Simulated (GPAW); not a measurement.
**How BN absorbs and reflects light**

Aim: the dielectric function of BN, and the optical constants that follow from it. The cell comes from an older database entry, whose edges can differ from later determinations, mostly by under a per cent.

Program: GPAW 26.7.0. Level of theory: DFT, PBE, plane-wave PAW (GPAW data sets), scalar-relativistic, RPA, optical limit. Results are calculated unless marked as measured.

The database entry behind the starting cell has ideal inner coordinates that were not refined, so it need not match the best structure at ambient conditions.

## 1. Set-up

Symmetry: P6_3mc, No. 186, hexagonal system. Conventional cell: a = 2.536 Å, b = 2.536 Å, c = 4.199 Å, α = 90.00°, β = 90.00°, γ = 120.00°. N has 4 B at 1.56 to 1.57 Å nearest. Nearest to B lie 4 N at 1.56 to 1.57 Å. Farther neighbours and most contacts between anions are not listed.

## 2. Ground state

First the ground state: is it a metal or has it a gap?

This step: DFT, PBE, plane-wave PAW (GPAW data sets), scalar-relativistic, ground state (GPAW 26.7.0).

Contents of gs.py:

```python
from ase import Atoms
from ase.dft.bandgap import bandgap
from gpaw import GPAW, PW, FermiDirac

atoms = Atoms(['N', 'N', 'B', 'B'],
              cell=[[2.536000000002, 0.000000000000, 0.000000000000],
                    [-1.268000000001, 2.196240423999, 0.000000000000],
                    [0.000000000000, 0.000000000000, 4.199000000000]],
              scaled_positions=[[0.333333333333, 0.666666666667, 0.875000000000],
                                [0.666666666667, 0.333333333333, 0.375000000000],
                                [0.333333333333, 0.666666666667, 0.500000000000],
                                [0.666666666667, 0.333333333333, 0.000000000000]],
              pbc=[True, True, True])
atoms.calc = GPAW(mode=PW(500), xc='PBE', kpts={'size': (10, 10, 5), 'gamma': True},
                  occupations=FermiDirac(0.05), maxiter=150, txt='gs.txt')
print('energy (eV)', atoms.get_potential_energy())
print('Fermi level (eV)', atoms.calc.get_fermi_level())
print('valence electrons', atoms.calc.get_number_of_electrons())
print('gap (eV)', bandgap(atoms.calc, output=None)[0])
print('direct gap (eV)', bandgap(atoms.calc, direct=True, output=None)[0])
atoms.calc.write('gs.gpw')
```

On the command line:

```sh
$ OMP_NUM_THREADS=1 python gs.py
```

Numbers of over 12 decimals in the logs are rounded to 6 here.

Output:

```text
__  _  _
 | _ |_)|_||  |
 |__||  | ||/\| - 26.7.0

Versions:
  Python: 3.12.14
  ASE:    3.29.0
  Numpy:  2.5.5
  Scipy:  1.18.1
  Libxc:  7.0.0

Input parameters:
  mode=PW(ecut=500.0),
  kpts=MonkhorstPack(size=(10, 10, 5), gamma=True),
  maxiter=150,
  occupations=Occupations(name='fermi-dirac', width=0.05, fixmagmom=False),
  xc=XC(name='PBE')

Diagonalizing LCAO Hamiltonian
Converting LCAO to pw mode

        N
        B

          N
          B

Atoms  # Å, Bohr magnetons
|   | symbol |         x |        y |        z |    initial magnetic moments |
| 0 |      N | -0.000000 | 1.464160 | 3.674125 | ( 0.0000,  0.0000,  0.0000) |
| 1 |      N |  1.268000 | 0.732080 | 1.574625 | ( 0.0000,  0.0000,  0.0000) |
| 2 |      B | -0.000000 | 1.464160 | 2.099500 | ( 0.0000,  0.0000,  0.0000) |
| 3 |      B |  1.268000 | 0.732080 | 0.000000 | ( 0.0000,  0.0000,  0.0000) |

Unit cell  # Å
| periodic |         x |        y |        z |  lengths |     angles |
|      yes |  2.536000 | 0.000000 | 0.000000 | 2.536000 |  90.000000 |
|      yes | -1.268000 | 2.196240 | 0.000000 | 2.536000 |  90.000000 |
|      yes |  0.000000 | 0.000000 | 4.199000 | 4.199000 | 120.000000 |

Number of symmetries: 6
Symmetry operations  # r_c * U_cc + t_c -> r_c
|   | kind |            matrix            |
| 0 |  σ   |  1, 1, 0,  0,-1, 0,  0, 0, 1 |
| 1 |  E   |  1, 0, 0,  0, 1, 0,  0, 0, 1 |
| 2 |  C3  |  0, 1, 0, -1,-1, 0,  0, 0, 1 |
| 3 |  σ   |  0,-1, 0, -1, 0, 0,  0, 0, 1 |
| 4 |  σ   | -1, 0, 0,  1, 1, 0,  0, 0, 1 |
| 5 |  C3  | -1,-1, 0,  1, 0, 0,  0, 0, 1 |

BZ-sampling:
  Number of BZ points: 500
  Number of IBZ points: 58

  Monkhorst-Pack size: [10, 10, 5]
  Monkhorst-Pack shift: [0.05, 0.05, 0.0]

K-points  # in reciprocal-cell coordinates
|     |                                coordinates |     weight |
|   0 | (  0.00000000,   0.00000000,   0.00000000) | 0.00200000 |
|   1 | (  0.00000000,   0.00000000,   0.20000000) | 0.00400000 |
|   2 | (  0.00000000,   0.00000000,   0.40000000) | 0.00400000 |
|   3 | (  0.10000000,   0.00000000,  -0.40000000) | 0.01200000 |
|   4 | (  0.10000000,   0.00000000,  -0.20000000) | 0.01200000 |
|   5 | (  0.10000000,   0.00000000,   0.00000000) | 0.01200000 |
|   6 | (  0.10000000,   0.00000000,   0.20000000) | 0.01200000 |
|   7 | (  0.10000000,   0.00000000,   0.40000000) | 0.01200000 |
|   8 | (  0.20000000,  -0.10000000,   0.00000000) | 0.01200000 |
|   9 | (  0.20000000,  -0.10000000,   0.20000000) | 0.02400000 |
| ... |                                            |            |
|  57 | (  0.50000000,   0.50000000,   0.40000000) | 0.01200000 |

Plane wave coefficients: 605
Cutoff: 500.0 eV

Spin-components: 1 (collinear spins)
Bands:           14
Projectors:      20
Spin-degeneracy: 2
Datatype:        complex128

Parallelization:
  kpt:    1
  domain: 1
  band:   1

Density:
  Valence electrons: 16.0
  Components: 1
  Grid points: [14 14 24]
  Charge: 0.0  # |e|

Potential:
  Grid points: [14 14 24]

species:
  N:
    name:    Nitrogen
    id:
    Z:       7.0
    valence: 5
    core:    2
    charge:  0.0  # [|e|]
    compensation charges:
      type: gauss
      rc: 0.18  # [Å]
      lmax: 2
    cutoffs:
      filter: 1.11  # [Å]
      core: 0.96  # [Å]
    projectors
    | kind |    occ | energy [eV] | rcut [Å] |
    |   2s |  2.000 |     -18.583 |    0.603 |
    |   2p |  3.000 |      -7.089 |    0.529 |
    |    s |        |       8.629 |    0.603 |
    |    p |        |      20.123 |    0.529 |
    |    d |        |       0.000 |    0.577 |

    Using partial waves for N as LCAO basis

  B:
    name:    Boron
    id:
    Z:       5.0
    valence: 3
    core:    2
    charge:  0.0  # [|e|]
    compensation charges:
      type: gauss
      rc: 0.20  # [Å]
      lmax: 2
    cutoffs:
      filter: 1.14  # [Å]
      core: 1.38  # [Å]
    projectors
    | kind |    occ | energy [eV] | rcut [Å] |
    |   2s |  2.000 |      -9.443 |    0.635 |
    |   2p |  1.000 |      -3.606 |    0.635 |
    |    s |        |      17.768 |    0.635 |
    |    p |        |      23.605 |    0.635 |
    |    d |        |       0.000 |    0.635 |

    Using partial waves for B as LCAO basis

Reference energy: -4302.422143  # eV

eigensolver:
  PPCG
  Converge bands: occupied
  niter=2

density mixing:
  MSR1-Mixer
  Pratt-step length: 0.05
  Maximum mixing coefficient: 0.75
  Old densities: 10
  SVD Regularization: 0.005
  Good broyden scale: 1.0
  Trust region scale: 1.0
  Backstep threshold: 4.0
  History deletion threshold: 6.0
  Fourier metric: weight=20.0, sigma=0.015

occupation numbers:
  Fermi-Dirac:
    width: 0.0500  # eV

poisson solver:
  ecut: 4000.0  # eV

xc functional:
  name: PBE with 2 nearest neighbor stencil

convergence criteria:
- Maximum [total energy] change in last 3 cyles: 0.0005 eV / valence electron
- Maximum integral of absolute [dens]ity change: 0.0001 electrons / valence electron
- Maximum integral of absolute [eigenst]ate change: 4e-08 eV^2 / valence electron
maximum number of iterations: 150

SCF iterations
|iter     |      energy | eigst |  dens |
|iter:   1||  -35.179231 | +0.09 |       |
|iter:   2||  -34.884344 | -1.78 | -0.75 |
|iter:   3||  -33.704420 | -0.82 | -0.79 |
|iter:   4||  -33.688311 | -2.69 | -1.39 |
|iter:   5||  -33.687573 | -3.21 | -1.86 |
|iter:   6||  -33.687696c| -4.85 | -2.61 |
|iter:   7||  -33.687694c| -6.20 | -3.53 |
|iter:   8||  -33.687694c| -7.77c| -4.25c|

Converged in 8 steps
SCF loop duration: 8.422 s (1.053 s/step)
Energy contributions relative to reference atoms: (reference = -4302.422143)

Energy contributions:
  Kinetic:          28.398134
  Coulomb:         -25.178940
  Zero:             -0.127933
  External:          0.000000
  Xc:              -36.778956
  Entropy:           0.000000
  Spinorbit:         0.000000
  ----------------------------
  Free energy:     -33.687694
  Extrapolated:    -33.687694

dipole moment: (0.000000, 0.000000, -4.425698)  # |e|*Ang

Fermi level: 13.417
Eigenvalues  # (at kpt = [0.000, 0.000, 0.000])
| band index |      eig [eV] | occ [0-2] |
|          0 |       -10.170 |     2.000 |
|          1 |        -6.001 |     2.000 |
|          2 |        -0.576 |     2.000 |
|          3 |         8.298 |     2.000 |
|          4 |         8.298 |     2.000 |
|          5 |        10.204 |     2.000 |
|          6 |        10.464 |     2.000 |
|          7 |        10.464 |     2.000 |
|          8 |        18.861 |     0.000 |
|          9 |        18.861 |     0.000 |
|         10 |        19.035 |     0.000 |
|         11 |        20.062 |     0.000 |
|         12 |        21.299 |     0.000 |
|         13 |        22.437 |     0.000 |

Gap: 5.356 eV
Transition (v -> c):
  (s=0, k=0, n=7, [0.00, 0.00, 0.00]) -> (s=0, k=39, n=8, [0.40, 0.30, 0.00])
Direct/indirect transitions are different
Direct gap: 8.317 eV
Transition at: (s=0, k=5, n=7, [0.10, 0.00, 0.00])

--- standard output ---
energy (eV) -33.687694
Fermi level (eV) 13.416892
valence electrons 16.0
gap (eV) 5.355528
direct gap (eV) 8.316865
```

It took 11 s on 1 thread of Arm Neoverse V1, shared host; peak memory 0.14 GiB.

Read-outs, printed or worked out from the files:

| Item | Value |
| --- | --- |
| energy | -33.69 eV |
| Fermi energy | 13.42 eV |
| gap on the k-mesh | 5.356 eV |
| direct gap on the mesh | 8.317 eV |
| electrons | 16 |

There is a gap, 5.36 eV on this mesh (points off the mesh can give less), so no carriers' term is needed.

## 3. Bands for the response

At the fixed density, many empty bands are solved on the mesh of the response, since the spectrum sums over them.

This step: DFT, PBE, plane-wave PAW (GPAW data sets), scalar-relativistic, bands at fixed density (GPAW 26.7.0).

Contents of nscf.py:

```python
from ase.dft.bandgap import bandgap
from gpaw import GPAW, FermiDirac

calc = GPAW('gs.gpw').fixed_density(kpts={'size': (14, 14, 8), 'gamma': True}, nbands=29, convergence={'bands': 23},
                                    occupations=FermiDirac(0.001), txt='nscf.txt')
print('gap (eV)', bandgap(calc, output=None)[0])
print('direct gap (eV)', bandgap(calc, direct=True, output=None)[0])
print('top band over the Fermi level (eV)', min(calc.get_eigenvalues(kpt=k)[22] for k in range(len(calc.get_ibz_k_points()))) - calc.get_fermi_level())
calc.write('full.gpw', mode='all')
```

On the command line:

```sh
$ OMP_NUM_THREADS=1 python nscf.py
```

Output:

```text
Diagonalizing LCAO Hamiltonian
Converting LCAO to pw mode
convergence criteria:
- Maximum integral of absolute [eigenst]ate change: 4e-08 eV^2 / valence electron
maximum number of iterations: 150

SCF iterations
|iter     |      energy | eigst |  dens |
|iter:   1||             | +2.65 |       |
|iter:   2||             | +1.04 |       |
|iter:   3||             | -0.80 |       |
|iter:   4||             | -2.33 |       |
|iter:   5||             | -4.02 |       |
|iter:   6||             | -5.42 |       |
|iter:   7||             | -6.99 |       |
|iter:   8||             | -7.92c|       |
SCF steps: 8
  __  _  _
 | _ |_)|_||  |
 |__||  | ||/\| - 26.7.0

Versions:
  Python: 3.12.14
  ASE:    3.29.0
  Numpy:  2.5.5
  Scipy:  1.18.1
  Libxc:  7.0.0

Input parameters:
  mode=PW(ecut=500.0),
  convergence={'bands': 23},
  gpts=array([14, 14, 24]),
  kpts=MonkhorstPack(size=(14, 14, 8), gamma=True),
  maxiter=150,
  nbands=29,
  occupations=Occupations(name='fermi-dirac', width=0.001, fixmagmom=False),
  parallel={},
  xc=XC(name='PBE')

--- standard output ---
gap (eV) 5.263163
direct gap (eV) 8.320978
top band over the Fermi level (eV) 23.493086
```

Run time: 47 s. Hardware: 1 thread; peak memory 0.2 GiB.

Read-outs, printed or worked out from the files:

```
gap on the k-mesh      : 5.263 eV
direct gap on the mesh : 8.321 eV
```

## 4. Dielectric function, RPA

Transitions between filled and empty bands, summed over the zone, give the optical response, so mesh, band count and broadening shape it.

The induced potential is part of this response.

This step: DFT, PBE, plane-wave PAW (GPAW data sets), scalar-relativistic, RPA, optical limit (GPAW 26.7.0).

Contents of df.py:

```python
from gpaw.response.df import DielectricFunction

df = DielectricFunction('full.gpw', frequencies={'type': 'nonlinear', 'domega0': 0.03, 'omega2': 8},
                        ecut=60,
                        eta=0.15,
                        nbands=23,
                        txt='df.txt')
for direction in ['x', 'z']:
    df.get_dielectric_function(xc='RPA', direction=direction, filename=f'df_{direction}.csv')
```

On the command line:

```sh
$ OMP_NUM_THREADS=1 python df.py
```

Output:

```text
Using integrator: PointIntegrator
NonLinearFrequencyDescriptor(from 0.000 to 55.685 eV, 479 points)
Nonperiodic BCs:  [False False False]
Using integrator: PointIntegrator
NonLinearFrequencyDescriptor(from 0.000 to 55.685 eV, 479 points)
Nonperiodic BCs:  [False False False]

Calculating chi0 body with:
    Ground state adapter containing:
    Number of spins: 1
    Number of kpoints: 1568
    Number of irreducible kpoints: 168
    Number of completely occupied states: 8
    Number of partially occupied states: 8

    Linear response parametrization:
    q_c: [0.0, 0.0, 0.0]
    Number of frequency points: 479
    Planewave cutoff: 60.0
    Number of bands: 23
    Number of planewaves: 23
    Broadening (eta): 0.15

Integrating chi0 body.

Symmetries of q_c:
    Direct symmetries (Uq -> q): 6
    Indirect symmetries (TUq -> q): 6
In total 12 allowed symmetries.

168 groups of equivalent kpoints. 89.285714% reduction.

Integral kind: spectral function

Calculating chi0 optical extensions with:
    Ground state adapter containing:
    Number of spins: 1
    Number of kpoints: 1568
    Number of irreducible kpoints: 168
    Number of completely occupied states: 8
    Number of partially occupied states: 8

    Linear response parametrization:
    Number of frequency points: 479
    Planewave cutoff: 60.0
    Number of bands: 23
    Number of planewaves: 23
    Broadening (eta): 0.15
Integrating chi0 head and wings.

Symmetries of q_c:
    Direct symmetries (Uq -> q): 6
    Indirect symmetries (TUq -> q): 6
In total 12 allowed symmetries.

168 groups of equivalent kpoints. 89.285714% reduction.

Integral kind: spectral function wings
```

It took 8.5 s on 1 thread; peak memory 0.21 GiB.

This step gave:

```
electronic dielectric constant ε∞, mean over x, y and z (by symmetry where fewer were run) : 4.516
main peak of Im epsilon, first axis                                                        : 11.34 eV
```

The Im ε has structure finer than the step of the table below, so its rows give means over 1 eV, whole bins alone (the curve runs from 0 to 21.9 eV). Peaks (eV: height): E ∥ x 11.3: 13.7; E ∥ z 10.4: 12.7, 13.4: 8.83.

Values under the direct gap are tails of Lorentzian lines. The Im ε by photon energy; means over each step:

| photon energy (eV) | E ∥ x | E ∥ z |
| --- | --- | --- |
| 1 | 0.00652 | 0.00749 |
| 2 | 0.0136 | 0.0157 |
| 3 | 0.0221 | 0.0257 |
| 4 | 0.0330 | 0.0390 |
| 5 | 0.0485 | 0.0587 |
| 6 | 0.0728 | 0.0918 |
| 7 | 0.118 | 0.161 |
| 8 | 0.252 | 0.460 |
| 9 | 1.14 | 3.16 |
| 10 | 5.21 | 9.10 |
| 11 | 11.9 | 11.3 |
| 12 | 10.8 | 8.21 |
| 13 | 7.68 | 7.57 |
| 14 | 7.18 | 7.33 |
| 15 | 5.97 | 5.19 |
| 16 | 3.95 | 3.95 |
| 17 | 3.00 | 2.80 |
| 18 | 2.46 | 1.92 |
| 19 | 1.96 | 1.56 |
| 20 | 1.57 | 1.59 |
| 21 | 1.38 | 1.43 |

Table of Re ε by photon energy:

| photon energy (eV) | E ∥ x | E ∥ z |
| --- | --- | --- |
| 0 | 4.45 | 4.64 |
| 1 | 4.48 | 4.66 |
| 2 | 4.54 | 4.74 |
| 3 | 4.66 | 4.88 |
| 4 | 4.84 | 5.09 |
| 5 | 5.11 | 5.41 |
| 6 | 5.50 | 5.89 |
| 7 | 6.11 | 6.68 |
| 8 | 7.17 | 8.24 |
| 9 | 9.19 | 10.9 |
| 10 | 12.3 | 10.1 |
| 11 | 7.53 | 4.15 |
| 12 | 1.26 | 1.27 |
| 13 | -0.213 | 1.68 |
| 14 | -0.519 | -1.26 |
| 15 | -2.73 | -2.22 |
| 16 | -2.42 | -2.60 |
| 17 | -2.14 | -2.43 |
| 18 | -1.75 | -1.73 |
| 19 | -1.37 | -0.931 |
| 20 | -1.06 | -0.613 |
| 21 | -0.869 | -0.716 |

The loss function −Im 1/ε at q → 0 has structure finer than the step of the table below, so its rows give means over 0.5 eV, whole bins alone (the curve runs from 0 to 21.9 eV). Peaks (eV: height): E ∥ z 19.81: 0.575, 21.62: 0.663.

Values under the direct gap are tails of Lorentzian lines. Loss function −Im 1/ε at q → 0 against energy loss; means over each step:

| energy loss (eV) | E ∥ x | E ∥ z |
| --- | --- | --- |
| 0.5 | 1.6e-4 | 1.7e-4 |
| 1.0 | 3.2e-4 | 3.4e-4 |
| 1.5 | 4.9e-4 | 5.2e-4 |
| 2.0 | 6.6e-4 | 7.0e-4 |
| 2.5 | 8.3e-4 | 8.8e-4 |
| 3.0 | 0.00101 | 0.00108 |
| 3.5 | 0.00120 | 0.00128 |
| 4.0 | 0.00140 | 0.00150 |
| 4.5 | 0.00162 | 0.00173 |
| 5.0 | 0.00185 | 0.00199 |
| 5.5 | 0.00210 | 0.00228 |
| 6.0 | 0.00238 | 0.00261 |
| 6.5 | 0.00271 | 0.00301 |
| 7.0 | 0.00310 | 0.00352 |
| 7.5 | 0.00362 | 0.00424 |
| 8.0 | 0.00446 | 0.00563 |
| 8.5 | 0.00721 | 0.0120 |
| 9.0 | 0.0122 | 0.0240 |
| 9.5 | 0.0190 | 0.0336 |
| 10.0 | 0.0257 | 0.0482 |
| 10.5 | 0.0422 | 0.0617 |
| 11.0 | 0.0605 | 0.0764 |
| 11.5 | 0.0720 | 0.105 |
| 12.0 | 0.0947 | 0.124 |
| 12.5 | 0.107 | 0.133 |
| 13.0 | 0.134 | 0.129 |
| 13.5 | 0.138 | 0.120 |
| 14.0 | 0.140 | 0.129 |
| 14.5 | 0.135 | 0.143 |
| 15.0 | 0.139 | 0.166 |
| 15.5 | 0.166 | 0.170 |
| 16.0 | 0.190 | 0.184 |
| 16.5 | 0.208 | 0.210 |
| 17.0 | 0.227 | 0.213 |
| 17.5 | 0.271 | 0.256 |
| 18.0 | 0.272 | 0.288 |
| 18.5 | 0.312 | 0.367 |
| 19.0 | 0.347 | 0.477 |
| 19.5 | 0.359 | 0.483 |
| 20.0 | 0.436 | 0.527 |
| 20.5 | 0.466 | 0.507 |
| 21.0 | 0.510 | 0.556 |
| 21.5 | 0.559 | 0.638 |

The refractive index n and extinction k by photon energy:

| photon energy (eV) | n, E ∥ x | k, E ∥ x | n, E ∥ z | k, E ∥ z |
| --- | --- | --- | --- | --- |
| 0 | 2.11 | 0 | 2.15 | 0 |
| 1 | 2.12 | 0.00154 | 2.16 | 0.00173 |
| 2 | 2.13 | 0.00319 | 2.18 | 0.00360 |
| 3 | 2.16 | 0.00509 | 2.21 | 0.00579 |
| 4 | 2.20 | 0.00746 | 2.26 | 0.00859 |
| 5 | 2.26 | 0.0106 | 2.33 | 0.0125 |
| 6 | 2.35 | 0.0154 | 2.43 | 0.0187 |
| 7 | 2.47 | 0.0234 | 2.58 | 0.0303 |
| 8 | 2.68 | 0.0422 | 2.87 | 0.0654 |
| 9 | 3.04 | 0.171 | 3.33 | 0.448 |
| 10 | 3.56 | 0.592 | 3.40 | 1.18 |
| 11 | 3.22 | 1.69 | 2.92 | 2.09 |
| 12 | 2.39 | 2.11 | 2.08 | 1.75 |
| 13 | 1.88 | 1.94 | 2.17 | 1.74 |
| 14 | 1.79 | 1.93 | 1.80 | 2.12 |
| 15 | 1.38 | 2.15 | 1.27 | 1.96 |
| 16 | 1.02 | 1.86 | 0.944 | 1.87 |
| 17 | 0.826 | 1.68 | 0.800 | 1.75 |
| 18 | 0.797 | 1.55 | 0.681 | 1.48 |
| 19 | 0.700 | 1.37 | 0.649 | 1.16 |
| 20 | 0.619 | 1.20 | 0.769 | 1.10 |
| 21 | 0.633 | 1.13 | 0.673 | 1.08 |

Values under the direct gap are tails of Lorentzian lines. Im ε, E ∥ x against photon energy; read off at these points:

| photon energy (eV) | without local fields | with local fields |
| --- | --- | --- |
| 0.00 | 0 | 0 |
| 0.50 | 0.00347 | 0.00322 |
| 1.00 | 0.00702 | 0.00650 |
| 1.50 | 0.0107 | 0.00993 |
| 2.00 | 0.0147 | 0.0136 |
| 2.50 | 0.0190 | 0.0176 |
| 3.00 | 0.0238 | 0.0220 |
| 3.50 | 0.0292 | 0.0270 |
| 4.00 | 0.0356 | 0.0328 |
| 4.50 | 0.0431 | 0.0397 |
| 5.00 | 0.0523 | 0.0481 |
| 5.50 | 0.0637 | 0.0586 |
| 6.00 | 0.0785 | 0.0721 |
| 6.50 | 0.0984 | 0.0902 |
| 7.00 | 0.126 | 0.116 |
| 7.50 | 0.169 | 0.155 |
| 8.00 | 0.246 | 0.226 |
| 8.50 | 0.499 | 0.468 |
| 9.00 | 1.12 | 1.04 |
| 9.50 | 2.41 | 2.23 |
| 10.00 | 4.85 | 4.21 |
| 10.50 | 12.7 | 11.0 |
| 10.66 | 13.7 | 12.0 |
| 11.00 | 12.4 | 10.9 |
| 11.33 | 15.1 | 13.7 |
| 11.50 | 13.7 | 12.6 |
| 12.00 | 10.7 | 10.1 |
| 12.50 | 10.0 | 9.49 |
| 13.00 | 7.69 | 7.29 |
| 13.50 | 7.62 | 7.18 |
| 14.00 | 7.27 | 6.93 |
| 14.50 | 7.20 | 6.95 |
| 15.00 | 5.79 | 5.94 |
| 15.50 | 4.49 | 4.58 |
| 16.00 | 3.75 | 3.79 |
| 16.50 | 3.74 | 3.76 |
| 17.00 | 2.66 | 2.78 |
| 17.50 | 2.65 | 2.79 |
| 18.00 | 2.27 | 2.46 |
| 18.50 | 1.92 | 2.06 |
| 19.00 | 1.79 | 1.91 |
| 19.50 | 1.68 | 1.83 |
| 20.00 | 1.40 | 1.49 |
| 20.50 | 1.35 | 1.49 |
| 21.00 | 1.28 | 1.43 |
| 21.50 | 1.09 | 1.22 |

At chosen wavelengths:

| wavelength (nm) | n x | k x | R (%) x | 1/α x | n z | k z | R (%) z | 1/α z |
| --- | --- | --- | --- | --- | --- | --- | --- | --- |
| 1064 | 2.12 | 0.002 | 12.8 | 47 µm | 2.16 | 0.002 | 13.5 | 42 µm |
| 800 | 2.12 | 0.002 | 12.9 | 26 µm | 2.17 | 0.003 | 13.6 | 23 µm |
| 532 | 2.14 | 0.004 | 13.2 | 11 µm | 2.19 | 0.004 | 13.9 | 9.9 µm |
| 450 | 2.15 | 0.005 | 13.3 | 7.8 µm | 2.20 | 0.005 | 14.1 | 6.9 µm |
| 365 | 2.17 | 0.006 | 13.7 | 4.9 µm | 2.22 | 0.007 | 14.4 | 4.3 µm |
| 308 | 2.20 | 0.008 | 14.1 | 3.3 µm | 2.26 | 0.009 | 14.9 | 2.8 µm |
| 248 | 2.26 | 0.011 | 14.9 | 1.9 µm | 2.33 | 0.013 | 15.9 | 1.6 µm |

Below the direct gap, k and the depth come from the tails of the Lorentzian lines, not from transitions.

At 1064 nm the birefringence n(z) − n(x) is +0.044: the crystal is uniaxial positive at this level.

## 5. Summary of results

```yaml
electronic_dielectric_constant_eps_infinity_mean_over_x_y_and_z_by_symmetry_where_fewer_were_run_rpa: 4.52
main_peak_of_im_epsilon_first_axis: 11.3 eV
```

What this shows: At this level (PBE, RPA) BN has a mean ε∞ = 4.52 and n = 2.11 at 1550 nm (E ∥ x), and Im ε peaks at 11.3 eV (E ∥ x). On the mesh the gap is 5.26 eV and the least direct gap 8.32 eV, so on this mesh the band edges lie at different points. Local fields change the static value along x from 4.63 to 4.45 (-4 %). Distinct maxima of Im ε, read by a parabola through the highest points, lie at 10.64 eV (12), 11.34 eV (14) and 12.32 eV (10) for E ∥ x. The static values by axis are 4.45 (x), 4.64 (z). At 1064 nm the birefringence n(z) − n(x) is +0.044: the crystal is uniaxial positive at this level. Excitons and phonon-assisted transitions are missing; PBE gaps are as a rule too small, which pulls the onset down and ε∞ up. The sum runs over mesh points, so small or evenly spaced maxima can still be ripples of the mesh. The mesh misses the corner K of the hexagonal zone, so gaps read from it can be too wide where band edges lie there.

[Machine, clock and banner lines and Python warnings are left out of the logs.]

[Logs are printed without paths, hosts, clocks, repeated set-up lines and the standing remarks that a program may print on its own settings, such as how far it seeks lower states.]

[Hosts, paths, dates, database ids (printed as entryN), source tags and the programs' standing remarks are cut or masked in the printed files.]
